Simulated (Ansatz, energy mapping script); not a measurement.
# MnS in the zinc-blende structure: energy mapping under LDA+U (4.4 eV)

How strongly do the moments of MnS in the zinc-blende structure couple under LDA+U (4.4 eV)? The plan is to run several orders and fit a Heisenberg model.

Calculated with Ansatz 0.2.0; LDA with U = 4.4 eV on Mn d, ortho-atomic projectors; plane waves, U on orthogonalised atomic orbitals unless named otherwise, collinear spin, no spin–orbit coupling.

Most raw output is cut from this account.

**1. The starting structure**

Symmetry: F-43m, No. 216, cubic system. The conventional cell has a = 5.674 Å, b = 5.674 Å, c = 5.674 Å, α = 90.00°, β = 90.00°, γ = 90.00°. Mn has 4 S at 2.46 Å nearest. S has 4 Mn at 2.46 Å nearest. zincblende prototype, lattice guessed from radii. Farther neighbours and most contacts between anions are not listed.

This cell was built for the study (zincblende prototype, lattice guessed from radii), not taken from an experiment; the compound need not form in this structure.

The cell was relaxed beforehand in Ansatz under PBEsol with U = 4 eV on Mn d, ortho-atomic projectors, from parallel moments.

The U corrects the self-interaction that lets semilocal functionals spread d and f electrons too far. Its value here is typed, not computed.

**2. One set of occupation matrices for all orders**

A corrected shell can settle in several orbital fillings. One parallel run, with an occupation width a fifth wider than the orders use, therefore is to supply the occupation matrices. All orders start from them.

Contents of input.yaml:

```yaml
crystal:
  lattice:
    - [0.0, 2.836777444, 2.836777444]
    - [2.836777444, 0.0, 2.836777444]
    - [2.836777444, 2.836777444, 0.0]
  atoms:
    - { symbol: Mn, position: [0.0, 0.0, 0.0], spin: 4.5 }
    - { symbol: S, position: [0.25, 0.25, 0.25] }
magnetization:
  spin_polarized: true
kpoints:
  mp_grid: { grid: [8, 8, 8] }
hamiltonian:
  xc: lda
  hubbard:
    sites: [{ species: Mn, l: d, u_eff: 4.4 }]
    projectors: ortho-atomic
scf:
  occupations: { method: fermi_dirac, width: 0.06 }
output:
  eigenvalues: true
```

Started as:

```
$ ansatz run input.yaml --threads 4 --pin off --max-ram 8192MiB --backend cpu --events-out ev --progress --plain --runs-dir out
```

Elapsed: 1.2 s, on 4 threads of Arm Neoverse V2, shared host; peak memory 0.32 GiB; 4.2 s of CPU time.

Numbers from this step:

| Quantity | Value |
| --- | --- |
| final state | ferromagnetic |
| electrons in the corrected shells | 5.250 e |
| largest moment | 4.374 μB |

**3. Run 1 (parallel; cell A, 4 atoms)**

The parallel order is the zero of energy for this cell and mesh.

Contents of input.yaml:

```yaml
crystal:
  lattice:
    - [0.0, -2.836777444, -2.836777444]
    - [-2.836777444, 0.0, -2.836777444]
    - [2.836777444, 2.836777444, -5.673554888]
  atoms:
    - { symbol: Mn, position: [0.5, 0.5, 0.5], spin: 4.5 }
    - { symbol: Mn, position: [0.0, 0.0, 0.0], spin: 4.5 }
    - { symbol: S, position: [0.125, 0.125, 0.625] }
    - { symbol: S, position: [0.625, 0.625, 0.125] }
magnetization:
  spin_polarized: true
kpoints:
  mp_grid: { grid: [8, 8, 8] }
hamiltonian:
  xc: lda
  hubbard:
    sites:
      - { species: Mn, l: d, u_eff: 4.4 }
      - { site: 0, l: d, u_eff: 4.4, starting_ns: [{ spin: up, occupation_matrix: mn1_major }, { spin: down, occupation_matrix: mn1_minor }] }
      - { site: 1, l: d, u_eff: 4.4, starting_ns: [{ spin: up, occupation_matrix: mn1_major }, { spin: down, occupation_matrix: mn1_minor }] }
    projectors: ortho-atomic
    occupation_matrices:
      mn1_major:
        matrix:
          - [0.997, 0.0, 0.0, 0.0, 0.0]
          - [0.0, 0.994, 0.0, 0.0, 0.0]
          - [0.0, 0.0, 0.994, 0.0, 0.0]
          - [0.0, 0.0, 0.0, 0.997, 0.0]
          - [0.0, 0.0, 0.0, 0.0, 0.994]
      mn1_minor:
        matrix:
          - [0.025, 0.0, 0.0, 0.0, 0.0]
          - [0.0, 0.075, 0.0, 0.0, 0.0]
          - [0.0, 0.0, 0.075, 0.0, 0.0]
          - [0.0, 0.0, 0.0, 0.025, 0.0]
          - [0.0, 0.0, 0.0, 0.0, 0.075]
scf:
  occupations: { method: fermi_dirac, width: 0.05 }
output:
  eigenvalues: true
```

It took 8.9 s on 4 threads; peak memory 0.55 GiB; 34 s of CPU time.

Spin moment in the sphere by atom:

```csv
atom,spin moment in the sphere (μB)
Mn1,4.37
Mn2,4.37
S3,0.05
S4,0.05
```

The run ends ferromagnetic.

**4. Run 2 (compensated +−; cell A, 4 atoms)**

This order reverses 6 of the 12 neighbours at 4.01 Å, 6 of the 6 neighbours at 5.67 Å and 12 of the 24 neighbours at 6.95 Å, counted for an average magnetic atom.

input.yaml: that of step 3 with these lines changed.

```diff
@@ -7,3 +7,3 @@
     - { symbol: Mn, position: [0.5, 0.5, 0.5], spin: 4.5 }
-    - { symbol: Mn, position: [0.0, 0.0, 0.0], spin: 4.5 }
+    - { symbol: Mn, position: [0.0, 0.0, 0.0], spin: -4.5 }
     - { symbol: S, position: [0.125, 0.125, 0.625] }
@@ -20,3 +20,3 @@
       - { site: 0, l: d, u_eff: 4.4, starting_ns: [{ spin: up, occupation_matrix: mn1_major }, { spin: down, occupation_matrix: mn1_minor }] }
-      - { site: 1, l: d, u_eff: 4.4, starting_ns: [{ spin: up, occupation_matrix: mn1_major }, { spin: down, occupation_matrix: mn1_minor }] }
+      - { site: 1, l: d, u_eff: 4.4, starting_ns: [{ spin: up, occupation_matrix: mn1_minor }, { spin: down, occupation_matrix: mn1_major }] }
     projectors: ortho-atomic
```

The job ended after 9.1 s (4 threads; peak memory 0.58 GiB; 36 s of CPU time).

Spin moment in the sphere by atom:

```csv
atom,spin moment in the sphere (μB)
Mn1,4.33
Mn2,-4.33
S3,0.02
S4,-0.02
```

The run ends antiferromagnetic, 59.14 meV a magnetic atom below the parallel order of its cell.

**5. Parallel start in cell B (4 atoms)**

The parallel order again, as the reference for this cell.

This run holds the same structure in another cell (c 6.949 → 5.674 Å, α 73.2 → 90.0°, β 73.2 → 90.0°, γ 60.0 → 90.0°).

Contents of input.yaml:

```yaml
crystal:
  lattice:
    - [0.0, -2.836777444, -2.836777444]
    - [0.0, 2.836777444, -2.836777444]
    - [5.673554888, 0.0, 0.0]
  atoms:
    - { symbol: Mn, position: [0.5, 0.5, 0.5], spin: 4.5 }
    - { symbol: Mn, position: [0.0, 0.0, 0.0], spin: 4.5 }
    - { symbol: S, position: [0.0, 0.5, 0.75] }
    - { symbol: S, position: [0.5, 0.0, 0.25] }
magnetization:
  spin_polarized: true
kpoints:
  mp_grid: { grid: [7, 7, 5] }
hamiltonian:
  xc: lda
  hubbard:
    sites:
      - { species: Mn, l: d, u_eff: 4.4 }
      - { site: 0, l: d, u_eff: 4.4, starting_ns: [{ spin: up, occupation_matrix: mn1_major }, { spin: down, occupation_matrix: mn1_minor }] }
      - { site: 1, l: d, u_eff: 4.4, starting_ns: [{ spin: up, occupation_matrix: mn1_major }, { spin: down, occupation_matrix: mn1_minor }] }
    projectors: ortho-atomic
    occupation_matrices:
      mn1_major:
        matrix:
          - [0.997, 0.0, 0.0, 0.0, 0.0]
          - [0.0, 0.994, 0.0, 0.0, 0.0]
          - [0.0, 0.0, 0.994, 0.0, 0.0]
          - [0.0, 0.0, 0.0, 0.997, 0.0]
          - [0.0, 0.0, 0.0, 0.0, 0.994]
      mn1_minor:
        matrix:
          - [0.025, 0.0, 0.0, 0.0, 0.0]
          - [0.0, 0.075, 0.0, 0.0, 0.0]
          - [0.0, 0.0, 0.075, 0.0, 0.0]
          - [0.0, 0.0, 0.0, 0.025, 0.0]
          - [0.0, 0.0, 0.0, 0.0, 0.075]
scf:
  occupations: { method: fermi_dirac, width: 0.05 }
output:
  eigenvalues: true
```

It took 5.2 s on 4 threads; peak memory 0.41 GiB; 19 s of CPU time.

The run ends ferromagnetic. For each magnetic atom its energy differs from the parallel run of the first cell by 0.09 meV, an error that one common reference would have brought in.

**6. Run 4 (compensated +−; cell B, 4 atoms)**

This order reverses 8 of the 12 neighbours at 4.01 Å, 0 of the 6 neighbours at 5.67 Å and 16 of the 24 neighbours at 6.95 Å, counted for an average magnetic atom.

input.yaml: that of step 5 with these lines changed.

```diff
@@ -7,3 +7,3 @@
     - { symbol: Mn, position: [0.5, 0.5, 0.5], spin: 4.5 }
-    - { symbol: Mn, position: [0.0, 0.0, 0.0], spin: 4.5 }
+    - { symbol: Mn, position: [0.0, 0.0, 0.0], spin: -4.5 }
     - { symbol: S, position: [0.0, 0.5, 0.75] }
@@ -20,3 +20,3 @@
       - { site: 0, l: d, u_eff: 4.4, starting_ns: [{ spin: up, occupation_matrix: mn1_major }, { spin: down, occupation_matrix: mn1_minor }] }
-      - { site: 1, l: d, u_eff: 4.4, starting_ns: [{ spin: up, occupation_matrix: mn1_major }, { spin: down, occupation_matrix: mn1_minor }] }
+      - { site: 1, l: d, u_eff: 4.4, starting_ns: [{ spin: up, occupation_matrix: mn1_minor }, { spin: down, occupation_matrix: mn1_major }] }
     projectors: ortho-atomic
```

Elapsed: 4.8 s, on 4 threads; peak memory 0.43 GiB; 18 s of CPU time.

The run ends antiferromagnetic, 77.31 meV a magnetic atom below the parallel order of its cell.

**7. Order 5: parallel, cell C of 6 atoms**

A new cell needs its own zero of energy.

Contents of input.yaml:

```yaml
crystal:
  lattice:
    - [0.0, 2.836777444, 2.836777444]
    - [-2.836777444, 0.0, -2.836777444]
    - [-5.673554888, -5.673554888, 5.673554888]
  atoms:
    - { symbol: Mn, position: [0.0, 0.0, 0.0], spin: 4.5 }
    - { symbol: Mn, position: [0.333333333, 0.666666667, 0.666666667], spin: 4.5 }
    - { symbol: Mn, position: [0.666666667, 0.333333333, 0.333333333], spin: 4.5 }
    - { symbol: S, position: [0.333333333, 0.666666667, 0.916666667] }
    - { symbol: S, position: [0.666666667, 0.333333333, 0.583333333] }
    - { symbol: S, position: [0.0, 0.0, 0.25] }
magnetization:
  spin_polarized: true
kpoints:
  mp_grid: { grid: [8, 8, 3] }
hamiltonian:
  xc: lda
  hubbard:
    sites:
      - { species: Mn, l: d, u_eff: 4.4 }
      - { site: 0, l: d, u_eff: 4.4, starting_ns: [{ spin: up, occupation_matrix: mn1_major }, { spin: down, occupation_matrix: mn1_minor }] }
      - { site: 1, l: d, u_eff: 4.4, starting_ns: [{ spin: up, occupation_matrix: mn1_major }, { spin: down, occupation_matrix: mn1_minor }] }
      - { site: 2, l: d, u_eff: 4.4, starting_ns: [{ spin: up, occupation_matrix: mn1_major }, { spin: down, occupation_matrix: mn1_minor }] }
    projectors: ortho-atomic
    occupation_matrices:
      mn1_major:
        matrix:
          - [0.997, 0.0, 0.0, 0.0, 0.0]
          - [0.0, 0.994, 0.0, 0.0, 0.0]
          - [0.0, 0.0, 0.994, 0.0, 0.0]
          - [0.0, 0.0, 0.0, 0.997, 0.0]
          - [0.0, 0.0, 0.0, 0.0, 0.994]
      mn1_minor:
        matrix:
          - [0.025, 0.0, 0.0, 0.0, 0.0]
          - [0.0, 0.075, 0.0, 0.0, 0.0]
          - [0.0, 0.0, 0.075, 0.0, 0.0]
          - [0.0, 0.0, 0.0, 0.025, 0.0]
          - [0.0, 0.0, 0.0, 0.0, 0.075]
scf:
  occupations: { method: fermi_dirac, width: 0.05 }
output:
  eigenvalues: true
```

Elapsed: 8.4 s, on 4 threads; peak memory 0.56 GiB; 32 s of CPU time.

The run ends ferromagnetic. For each magnetic atom its energy differs from the parallel run of the first cell by 0.03 meV, an error that one common reference would have brought in.

**8. Order 6: uncompensated ++−, cell C of 6 atoms**

This order reverses 4 of the 12 neighbours at 4.01 Å, 4 of the 6 neighbours at 5.67 Å and 12 of the 24 neighbours at 6.95 Å, counted for an average magnetic atom.

input.yaml: that of step 7 with these lines changed.

```diff
@@ -8,3 +8,3 @@
     - { symbol: Mn, position: [0.333333333, 0.666666667, 0.666666667], spin: 4.5 }
-    - { symbol: Mn, position: [0.666666667, 0.333333333, 0.333333333], spin: 4.5 }
+    - { symbol: Mn, position: [0.666666667, 0.333333333, 0.333333333], spin: -4.5 }
     - { symbol: S, position: [0.333333333, 0.666666667, 0.916666667] }
@@ -23,3 +23,3 @@
       - { site: 1, l: d, u_eff: 4.4, starting_ns: [{ spin: up, occupation_matrix: mn1_major }, { spin: down, occupation_matrix: mn1_minor }] }
-      - { site: 2, l: d, u_eff: 4.4, starting_ns: [{ spin: up, occupation_matrix: mn1_major }, { spin: down, occupation_matrix: mn1_minor }] }
+      - { site: 2, l: d, u_eff: 4.4, starting_ns: [{ spin: up, occupation_matrix: mn1_minor }, { spin: down, occupation_matrix: mn1_major }] }
     projectors: ortho-atomic
```

Run time: 8.5 s. Hardware: 4 threads; peak memory 0.58 GiB.

The run ends ferrimagnetic, 40.03 meV a magnetic atom below the parallel order of its cell.

**9. Run 7 (parallel; cell D, 6 atoms)**

This run holds the same structure in another cell (b 4.012 → 5.674 Å, c 9.827 → 6.949 Å, α 90.0 → 114.1°, β 90.0 → 106.8°, γ 120.0 → 90.0°).

Contents of input.yaml:

```yaml
crystal:
  lattice:
    - [0.0, -2.836777444, -2.836777444]
    - [-5.673554888, 0.0, 0.0]
    - [2.836777444, 5.673554888, -2.836777444]
  atoms:
    - { symbol: Mn, position: [0.666666667, 0.666666667, 0.333333333], spin: 4.5 }
    - { symbol: Mn, position: [0.333333333, 0.333333333, 0.666666667], spin: 4.5 }
    - { symbol: Mn, position: [0.0, 0.0, 0.0], spin: 4.5 }
    - { symbol: S, position: [0.166666667, 0.416666667, 0.333333333] }
    - { symbol: S, position: [0.833333333, 0.083333333, 0.666666667] }
    - { symbol: S, position: [0.5, 0.75, 0.0] }
magnetization:
  spin_polarized: true
kpoints:
  mp_grid: { grid: [7, 7, 7] }
hamiltonian:
  xc: lda
  hubbard:
    sites:
      - { species: Mn, l: d, u_eff: 4.4 }
      - { site: 0, l: d, u_eff: 4.4, starting_ns: [{ spin: up, occupation_matrix: mn1_major }, { spin: down, occupation_matrix: mn1_minor }] }
      - { site: 1, l: d, u_eff: 4.4, starting_ns: [{ spin: up, occupation_matrix: mn1_major }, { spin: down, occupation_matrix: mn1_minor }] }
      - { site: 2, l: d, u_eff: 4.4, starting_ns: [{ spin: up, occupation_matrix: mn1_major }, { spin: down, occupation_matrix: mn1_minor }] }
    projectors: ortho-atomic
    occupation_matrices:
      mn1_major:
        matrix:
          - [0.997, 0.0, 0.0, 0.0, 0.0]
          - [0.0, 0.994, 0.0, 0.0, 0.0]
          - [0.0, 0.0, 0.994, 0.0, 0.0]
          - [0.0, 0.0, 0.0, 0.997, 0.0]
          - [0.0, 0.0, 0.0, 0.0, 0.994]
      mn1_minor:
        matrix:
          - [0.025, 0.0, 0.0, 0.0, 0.0]
          - [0.0, 0.075, 0.0, 0.0, 0.0]
          - [0.0, 0.0, 0.075, 0.0, 0.0]
          - [0.0, 0.0, 0.0, 0.025, 0.0]
          - [0.0, 0.0, 0.0, 0.0, 0.075]
scf:
  occupations: { method: fermi_dirac, width: 0.05 }
output:
  eigenvalues: true
```

Wall time 25 s (4 threads); peak memory 0.87 GiB.

The run ends ferromagnetic. For each magnetic atom its energy differs from the parallel run of the first cell by -0.01 meV, an error that one common reference would have brought in.

**10. Uncompensated ++− start in cell D (6 atoms)**

This order reverses 6.67 of the 12 neighbours at 4.01 Å, 2.67 of the 6 neighbours at 5.67 Å and 8 of the 24 neighbours at 6.95 Å, counted for an average magnetic atom.

input.yaml: that of step 9 with these lines changed.

```diff
@@ -8,3 +8,3 @@
     - { symbol: Mn, position: [0.333333333, 0.333333333, 0.666666667], spin: 4.5 }
-    - { symbol: Mn, position: [0.0, 0.0, 0.0], spin: 4.5 }
+    - { symbol: Mn, position: [0.0, 0.0, 0.0], spin: -4.5 }
     - { symbol: S, position: [0.166666667, 0.416666667, 0.333333333] }
@@ -23,3 +23,3 @@
       - { site: 1, l: d, u_eff: 4.4, starting_ns: [{ spin: up, occupation_matrix: mn1_major }, { spin: down, occupation_matrix: mn1_minor }] }
-      - { site: 2, l: d, u_eff: 4.4, starting_ns: [{ spin: up, occupation_matrix: mn1_major }, { spin: down, occupation_matrix: mn1_minor }] }
+      - { site: 2, l: d, u_eff: 4.4, starting_ns: [{ spin: up, occupation_matrix: mn1_minor }, { spin: down, occupation_matrix: mn1_major }] }
     projectors: ortho-atomic
```

It took 35 s on 4 threads; peak memory 0.91 GiB; 2.3 min of CPU time.

The run ends ferrimagnetic, 66.00 meV a magnetic atom below the parallel order of its cell.

**11. From energies to couplings**

Each energy difference is a sum of couplings weighted by the pairs that the order reverses. A few near shells are fitted to the differences by least squares. Energies are those extrapolated to zero occupation width, not the free energies F.

The orders that converged (zero: parallel moments in the same cell):

```csv
order,atoms,energy (meV a magnetic atom),moments (μB),moments kept as typed,"opposed neighbours at 4.01, 5.67, 6.95 Å"
parallel in cell A,4,0.00,4.37,yes,"0, 0, 0"
compensated +− in cell A,4,-59.14,4.33,yes,"6, 6, 12"
parallel in cell B,4,0.00,4.37,yes,"0, 0, 0"
compensated +− in cell B,4,-77.31,4.31,yes,"8, 0, 16"
parallel in cell C,6,0.00,4.37,yes,"0, 0, 0"
uncompensated ++− in cell C,6,-40.03,4.32 to 4.35,yes,"4, 4, 12"
parallel in cell D,6,0.00,4.37,yes,"0, 0, 0"
uncompensated ++− in cell D,6,-66.00,4.29 to 4.33,yes,"6.67, 2.67, 8"
```

Fitted to E = −Σ J e·e over ordered pairs of unit vectors (J > 0 favours parallel moments):

```csv
pair,distance (Å),neighbours,J (meV)
Mn–Mn,4.01,12,-4.91
Mn–Mn,5.67,6,-0.128
Mn–Mn,6.95,24,0.0323
```

Adding the shell at 8.02 Å gives -4.8, -0.096, 0.0020 and -0.078 meV and a mean-field temperature of 151 K, an exact solve that tests nothing.

In mean field these couplings order at 152 K, and give a Curie–Weiss temperature of -456 K.

**12. Ordering temperature by Monte Carlo**

Mean field ignores fluctuations and overstates the ordering temperature, so the model is also sampled. The heat capacity peaks where order sets in.

Classical unit spins with these couplings on 8×8×4 copies of a cell that holds the lowest order (512 spins), heat-bath sweeps, cooled from random directions, 1009 sweeps to settle and 3027 measured at each temperature, averaged over 4 runs.

```csv
T (K),order along the lowest pattern,net moment,heat capacity (k_B a spin)
18.2,0.04,0.01,1.04
31.2,0.05,0.01,1.10
50.6,0.07,0.01,1.81
63.5,0.09,0.01,1.04
76.5,0.08,0.01,0.80
95.9,0.07,0.02,0.66
109,0.07,0.02,0.56
122,0.07,0.02,0.47
135,0.06,0.02,0.43
154,0.06,0.02,0.34
167,0.06,0.02,0.33
```

The smoothed heat capacity peaks at 51.5 K. The order column follows one pattern alone; equivalent domains or another pattern share the rest.

**13. Beside the first set of runs**

The first set of orders, under LDA+U (1.32 eV), took 6.3 min of CPU time summed over its finished orders (seed run apart), these 6.7 min.

```csv
quantity,this set,first set
"J at 4.01 Å, meV",-4.91,-12.0
"J at 5.67 Å, meV",-0.128,-0.502
"J at 6.95 Å, meV",0.0323,0.0480
"ordering temperature, mean field, K",152,365
"heat-capacity peak, Monte Carlo, K",51.5,125
```

The coupling that led in the first set goes from -12.0 to -4.91 meV.

**14. Summary of results**

- lowest order tried: compensated +− in cell B
- largest fitted value, Mn–Mn at 4.01 Å: -4.91 meV
- ordering temperature, mean field: 152 K
- heat-capacity peak, Monte Carlo: 51.5 K

Of the orders tried, MnS in the zinc-blende structure prefers the order “compensated +− in cell B” under LDA+U (4.4 eV), with 8 of 12 neighbours at 4.01 Å, 0 of 6 neighbours at 5.67 Å and 16 of 24 neighbours at 6.95 Å opposed, and the heat capacity of the fitted model peaks near 52 K (Monte Carlo, classical spins). The model's best pattern is not among the orders that were run. The coupling at 4.01 Å is 0.41 times that of the first set, at 1.1 times the CPU time. The largest fitted coupling is the Mn–Mn pair at 4.01 Å, antiferromagnetic at -4.9 meV, across a ligand at about 109°. The orders also reverse pairs at 8.02 Å, which are not fitted, so the fitted values hold their part too. With 4 differences for 3 couplings the fit misses by 0.52 meV at most, a small part of the spread. In the fitted orders moments change by up to 1.9 % against the parallel run of the same cell, so their size stays put. Monte Carlo puts the peak at 0.34 of the mean-field temperature, low enough to point to frustration or weakly coupled layers or chains. In tests on simple cubic and body-centred models such peaks lay 5 to 6 % under the bulk value. On cooling, the order along the one computed pattern stays at or under 0.09: the model settles in an equivalent domain, a degenerate mixture or another order. The Curie–Weiss temperature is 8.8 times the peak temperature in size, a mark of frustration. The parallel order holds 5 μB a magnetic atom, spin 2.5; the common factor (S+1)/S would raise the classical 51.5 K to 72.1 K, a correction that often overshoots. The cell was built from a prototype and relaxed; a distortion that needs a larger cell, or another structure that the compound may prefer, is not captured.

[Logs and program files are shortened in this print: banners, set-up blocks, solver, clock and traceback lines can be left out without a mark of their own.]

[Logs are printed without paths, hosts, clocks, repeated set-up lines and the standing remarks that a program may print on its own settings, such as how far it seeks lower states.]

[Hosts, paths, dates, database ids (printed as entryN), source tags and the programs' standing remarks are cut or masked in the printed files.]

[Where a cell is said to come from a database of computed structures, the database is the Materials Project.]
